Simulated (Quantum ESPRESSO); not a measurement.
## The states of the two spins in CuSiO3

Wanted: the exchange-split electronic structure of CuSiO3.

Method: PBEsol with U = 6 eV on Cu d (ortho-atomic projectors); plane waves with GBRV 1.5 PBEsol potentials, no spin-orbit coupling, in Quantum ESPRESSO 7.5.

### Step 1. Starting point

Symmetry: Pmma, No. 51, orthorhombic system. The conventional cell has a = 8.958 Å, b = 2.860 Å, c = 4.918 Å, α = 90.00°, β = 90.00°, γ = 90.00°. Nearest to Si lie 4 O at 1.64 to 1.67 Å. Nearest to Cu lie 4 O at 1.93 Å. Nearest to O lie 1 Si at 1.64 Å and 2 Cu at 1.93 Å. Nearest to O lie 2 Si at 1.67 Å. Farther neighbours and most contacts between anions are not listed.

The cell comes from Materials Project 2023-11-01, a database of computed structures, and need not be the stable phase.

### Step 2. The magnetic state

This state came out lowest in a comparison of starts that is told elsewhere.

Input file pw.in:

```
&CONTROL
  calculation = 'scf'
  prefix = 'pwscf'
  outdir = './tmp'
  pseudo_dir = './pseudo'
  disk_io = 'low'
/
&SYSTEM
  ibrav = 0
  celldm(1) = 8
  nat = 10
  ntyp = 4
  ecutwfc = 40
  ecutrho = 280
  nbnd = 59
  occupations = 'smearing'
  smearing = 'fd'
  degauss = 0.00367493
  nspin = 2
  starting_magnetization(1) = 0
  starting_magnetization(2) = 0.0526
  starting_magnetization(3) = -0.0526
  starting_magnetization(4) = 0
/
&ELECTRONS
  conv_thr = 2d-08
  electron_maxstep = 150
  mixing_beta = 0.3
/
ATOMIC_SPECIES
Si     28.0850 si_pbesol_v1.uspp.F.UPF
Cu1    63.5460 cu_pbesol_v1.2.uspp.F.UPF
Cu2    63.5460 cu_pbesol_v1.2.uspp.F.UPF
O      15.9990 o_pbesol_v1.2.uspp.F.UPF
CELL_PARAMETERS alat
   2.1160536620411    0.0000000000000    0.0000000000000
   0.0000000000000    0.6756368521424    0.0000000000000
   0.0000000000000    0.0000000000000    1.1617648820344
ATOMIC_POSITIONS crystal
Si      0.7500000000    0.5000000000    0.8778590000
Si      0.2500000000    0.5000000000    0.1221410000
Cu1     0.5000000000    0.0000000000    0.5000000000
Cu2     0.0000000000    0.0000000000    0.5000000000
O       0.5972540000    0.5000000000    0.6956570000
O       0.4027460000    0.5000000000    0.3043430000
O       0.9027460000    0.5000000000    0.6956570000
O       0.0972540000    0.5000000000    0.3043430000
O       0.2500000000    0.0000000000    0.9452320000
O       0.7500000000    0.0000000000    0.0547680000
K_POINTS automatic
2 8 4 0 0 0
HUBBARD {ortho-atomic}
U Cu1-3d 6.0000
U Cu2-3d 6.0000
```

Launch:

```
$ OMP_NUM_THREADS=1 mpirun -n 4 pw.x -nk 4 -in pw.in > pw.out
```

What it wrote:

```text
Program PWSCF v.7.5 starts

     Message from routine setup:
     using ibrav=0 with symmetry is DISCOURAGED, use correct ibrav instead

     K-points division:     npool     =       4
     Subspace diagonalization in iterative solution of the eigenvalue problem:

     bravais-lattice index     =            0
     lattice parameter (alat)  =       8.0000  a.u.
     unit-cell volume          =     850.4097 (a.u.)^3
     number of atoms/cell      =           10
     number of atomic types    =            4
     number of electrons       =        82.00
     number of Kohn-Sham states=           59
     kinetic-energy cutoff     =      40.0000  Ry
     charge density cutoff     =     280.0000  Ry
     scf convergence threshold =      2.0E-08
     mixing beta               =       0.3000
     number of iterations used =            8  plain     mixing
     Exchange-correlation= SLA  PW   PSX  PSC
                           (   1   4  10   8   0   0   0)
     Hubbard projectors: ortho-atomic
     Hubbard parameters of DFT+U (Dudarev formulation) in eV:
     U(Cu1-3d) =  6.0000
     U(Cu2-3d) =  6.0000

     Internal variables: lda_plus_u =T, lda_plus_u_kind = 0

     Internal variables: orbital_resolved =F, hub_pot_fix =F, apply_U = F

     celldm(1)=   8.000000  celldm(2)=   0.000000  celldm(3)=   0.000000
     celldm(4)=   0.000000  celldm(5)=   0.000000  celldm(6)=   0.000000

     crystal axes: (cart. coord. in units of alat)
               a(1) = (   2.116054   0.000000   0.000000 )
               a(2) = (   0.000000   0.675637   0.000000 )
               a(3) = (   0.000000   0.000000   1.161765 )

     reciprocal axes: (cart. coord. in units 2 pi/alat)
               b(1) = (  0.472578  0.000000  0.000000 )
               b(2) = (  0.000000  1.480085  0.000000 )
               b(3) = (  0.000000  0.000000  0.860759 )

     PseudoPot. # 1 for Si read from file:
     si_pbesol_v1.uspp.F.UPF
     Pseudo is Ultrasoft + core correction, Zval =  4.0

     PseudoPot. # 2 for Cu read from file:
     cu_pbesol_v1.2.uspp.F.UPF
     Pseudo is Ultrasoft + core correction, Zval = 19.0

     PseudoPot. # 3 for Cu read from file:
     cu_pbesol_v1.2.uspp.F.UPF
     Pseudo is Ultrasoft + core correction, Zval = 19.0

     PseudoPot. # 4 for O  read from file:
     o_pbesol_v1.2.uspp.F.UPF
     Pseudo is Ultrasoft + core correction, Zval =  6.0

     atomic species   valence    mass     pseudopotential
     Si                4.00    28.08500     Si( 1.00)
     Cu1              19.00    63.54600     Cu( 1.00)
     Cu2              19.00    63.54600     Cu( 1.00)
     O                 6.00    15.99900     O ( 1.00)

     Starting magnetic structure
     atomic species   magnetization
     Si              0.000
     Cu1             0.053
     Cu2            -0.053
     O               0.000

      4 Sym. Ops., with inversion, found

   Cartesian axes

     site n.     atom                  positions (alat units)
         1        Si     tau(   1) = (   1.5870402   0.3378184   1.0198658  )
         2        Si     tau(   2) = (   0.5290134   0.3378184   0.1418991  )
         3        Cu1    tau(   3) = (   1.0580268   0.0000000   0.5808824  )
         4        Cu2    tau(   4) = (   0.0000000   0.0000000   0.5808824  )
         5        O      tau(   5) = (   1.2638215   0.3378184   0.8081899  )
         6        O      tau(   6) = (   0.8522321   0.3378184   0.3535750  )
         7        O      tau(   7) = (   1.9102590   0.3378184   0.8081899  )
         8        O      tau(   8) = (   0.2057947   0.3378184   0.3535750  )
         9        O      tau(   9) = (   0.5290134   0.0000000   1.0981373  )
        10        O      tau(  10) = (   1.5870402   0.0000000   0.0636275  )

     number of k points=    30  Fermi-Dirac smearing, width (Ry)=  0.0037
                       cart. coord. in units 2pi/alat
        k(    1) = (   0.0000000   0.0000000   0.0000000), wk =   0.0156250
        k(    2) = (   0.0000000   0.0000000   0.2151898), wk =   0.0312500
        k(    3) = (   0.0000000   0.0000000  -0.4303797), wk =   0.0156250
        k(    4) = (   0.0000000   0.1850106   0.0000000), wk =   0.0312500
        k(    5) = (   0.0000000   0.1850106   0.2151898), wk =   0.0625000
        [... 25 further k-points ...]

     Dense  grid:    67303 G-vectors     FFT dimensions: (  96,  30,  50)

     Smooth grid:    29045 G-vectors     FFT dimensions: (  72,  24,  40)

     Check: negative core charge=   -0.000002
     Generating pointlists ...
     new r_m :   0.1594 (alat units)  1.2750 (a.u.) for type    1
     new r_m :   0.1882 (alat units)  1.5055 (a.u.) for type    2
     new r_m :   0.1882 (alat units)  1.5055 (a.u.) for type    3
     new r_m :   0.1594 (alat units)  1.2750 (a.u.) for type    4

     Initial potential from superposition of free atoms

     starting charge      79.9987, renormalised to      82.0000

     STARTING HUBBARD OCCUPATIONS:

     =================== HUBBARD OCCUPATIONS ===================
     ------------------------ ATOM    3 ------------------------
     Tr[ns(  3)] (up, down, total) =   5.00000  3.00000  8.00000
     Atomic magnetic moment for atom   3 =   2.00000
     [... lines left out ...]
     ------------------------ ATOM    4 ------------------------
     Tr[ns(  4)] (up, down, total) =   3.00000  5.00000  8.00000
     Atomic magnetic moment for atom   4 =  -2.00000
     [... lines left out ...]
     Number of occupied Hubbard levels =   16.0000

     Atomic wfc used for Hubbard projectors are orthogonalized

     Starting wfcs are   58 randomized atomic wfcs +    1 random wfcs

     Self-consistent Calculation

     iteration #  1     ecut=    40.00 Ry     beta= 0.30
     Davidson diagonalization with overlap
     ethr =  1.00E-02,  avg # of iterations =  6.7

     =================== HUBBARD OCCUPATIONS ===================
     ------------------------ ATOM    3 ------------------------
     Tr[ns(  3)] (up, down, total) =   4.94176  4.21512  9.15688
     Atomic magnetic moment for atom   3 =   0.72664
     [... lines left out ...]
     ------------------------ ATOM    4 ------------------------
     Tr[ns(  4)] (up, down, total) =   4.21524  4.94175  9.15698
     Atomic magnetic moment for atom   4 =  -0.72651
     [... lines left out ...]
     Number of occupied Hubbard levels =   18.3139

     total energy              =   -1019.71041920 Ry
     estimated scf accuracy    <       1.11557085 Ry

     total magnetization       =    -0.00 Bohr mag/cell
     absolute magnetization    =     2.16 Bohr mag/cell

     iteration #  2     ecut=    40.00 Ry     beta= 0.30
     Davidson diagonalization with overlap
     ethr =  1.36E-03,  avg # of iterations =  2.8

     total energy              =   -1019.81958252 Ry
     estimated scf accuracy    <       0.14578723 Ry

     total magnetization       =    -0.00 Bohr mag/cell
     absolute magnetization    =     2.07 Bohr mag/cell

     [... further iterations left out ...]

     iteration # 13     ecut=    40.00 Ry     beta= 0.30
     Davidson diagonalization with overlap
     ethr =  8.23E-11,  avg # of iterations =  2.3

     total energy              =   -1019.83080631 Ry
     estimated scf accuracy    <       0.00000004 Ry

     total magnetization       =    -0.00 Bohr mag/cell
     absolute magnetization    =     2.14 Bohr mag/cell

     iteration # 14     ecut=    40.00 Ry     beta= 0.30
     Davidson diagonalization with overlap
     ethr =  4.68E-11,  avg # of iterations =  2.0

     Magnetic moment per site  (integrated on atomic sphere of radius R)
     atom   1 (R=0.159)  charge=  0.5638  magn=  0.0000
     atom   2 (R=0.159)  charge=  0.5638  magn=  0.0000
     atom   3 (R=0.188)  charge= 16.3509  magn=  0.7387
     atom   4 (R=0.188)  charge= 16.3509  magn= -0.7387
     atom   5 (R=0.159)  charge=  4.5619  magn=  0.0992
     atom   6 (R=0.159)  charge=  4.5619  magn=  0.0992
     atom   7 (R=0.159)  charge=  4.5619  magn= -0.0992
     atom   8 (R=0.159)  charge=  4.5619  magn= -0.0992
     atom   9 (R=0.159)  charge=  4.5914  magn=  0.0000
     atom  10 (R=0.159)  charge=  4.5914  magn=  0.0000

     End of self-consistent calculation

     =================== HUBBARD OCCUPATIONS ===================
     ------------------------ ATOM    3 ------------------------
     Tr[ns(  3)] (up, down, total) =   4.94865  4.22443  9.17308
     Atomic magnetic moment for atom   3 =   0.72422
     [... lines left out ...]
     ------------------------ ATOM    4 ------------------------
     Tr[ns(  4)] (up, down, total) =   4.22443  4.94865  9.17308
     Atomic magnetic moment for atom   4 =  -0.72422
     [... lines left out ...]
     Number of occupied Hubbard levels =   18.3462

     [... lines left out ...]
     the Fermi energy is     6.2618 ev

!    total energy              =   -1019.83080637 Ry
     estimated scf accuracy    <       0.00000001 Ry
     smearing contrib. (-TS)   =      -0.00000000 Ry
     internal energy E=F+TS    =   -1019.83080637 Ry

     The total energy is F=E-TS. E is the sum of the following terms:
     one-electron contribution =    -932.58696853 Ry
     hartree contribution      =     502.16606627 Ry
     xc contribution           =    -129.07936899 Ry
     ewald contribution        =    -460.46725011 Ry
     Hubbard energy            =       0.13671498 Ry

     total magnetization       =    -0.00 Bohr mag/cell
     absolute magnetization    =     2.14 Bohr mag/cell

     convergence has been achieved in  14 iterations

=------------------------------------------------------------------------------=
   JOB DONE.
=------------------------------------------------------------------------------=
```

Wall time 1.8 min (4 MPI ranks of Arm Neoverse V1, shared host); peak memory 0.93 GiB; 7.1 min of CPU time.

Spin moment in the atom's sphere by atom:

```
atom  spin moment in the atom's sphere (μB)
 Si1                                  0.000
 Si2                                  0.000
 Cu3                                  0.739
 Cu4                                 -0.739
  O5                                  0.099
  O6                                  0.099
  O7                                 -0.099
  O8                                 -0.099
  O9                                  0.000
 O10                                  0.000
```

Read from the output:

```
smearing term TS       : 2.45e-10 eV
magnetization          : 0 μB
absolute magnetization : 2.14 μB
final state            : antiferromagnetic
```

(Part 1 of 2 ends here.)

[Logs and program files are shortened in this print: banners, set-up blocks, solver, clock and traceback lines can be left out without a mark of their own.]

[Logs are printed without paths, hosts, clocks, repeated set-up lines and the standing remarks that a program may print on its own settings, such as how far it seeks lower states.]

[Hosts, paths, dates, database ids (printed as entryN), source tags and the programs' standing remarks are cut or masked in the printed files.]

[Where a cell is said to come from a database of computed structures, the database is the Materials Project.]
